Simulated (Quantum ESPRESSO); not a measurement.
# Voltage at the next charge: Os(0001), 4 layers against an electrode

**Set-up.** Quantum ESPRESSO 7.5, PBEsol, GBRV ultrasoft; ESM with bc3, a metal electrode 7.02 Å above the top atoms; cell area 6.502 Å²; ions fixed. V is the potential energy of an electron at the electrode over the slab's Fermi level, divided by e, so that it equals the work function at zero charge; positive charge removes electrons.

```
charge (e a cell)  V (V)
                0  5.490
           0.0098  6.932
           0.0195  8.372
```

One more run was made and is withheld. What is V at a charge of 0.039 e, and what capacitance do the rows imply?

By hand: The last two rows give dV/dq = (8.372 − 6.932)/(0.0195 − 0.0098) = 148.5 V/e, so C = 1602/(6.502 × 148.5) = 1.66 µF/cm², an effective gap of 8.854/1.66 = 5.33 Å. At constant C, V = 8.372 + 148.5 × 0.0195 = 11.27 V.

**Check.** V = 11.292 V; the estimate misses by −0.03 V, 0.9 % of the step. Over the three intervals C goes 1.67, 1.66 and 1.65 µF/cm².

**Limits.** Vacuum fills the gap; a dielectric or electrolyte would change C. The slab is thin.

[Logs are printed without paths, hosts, clocks, repeated set-up lines and the standing remarks that a program may print on its own settings, such as how far it seeks lower states.]
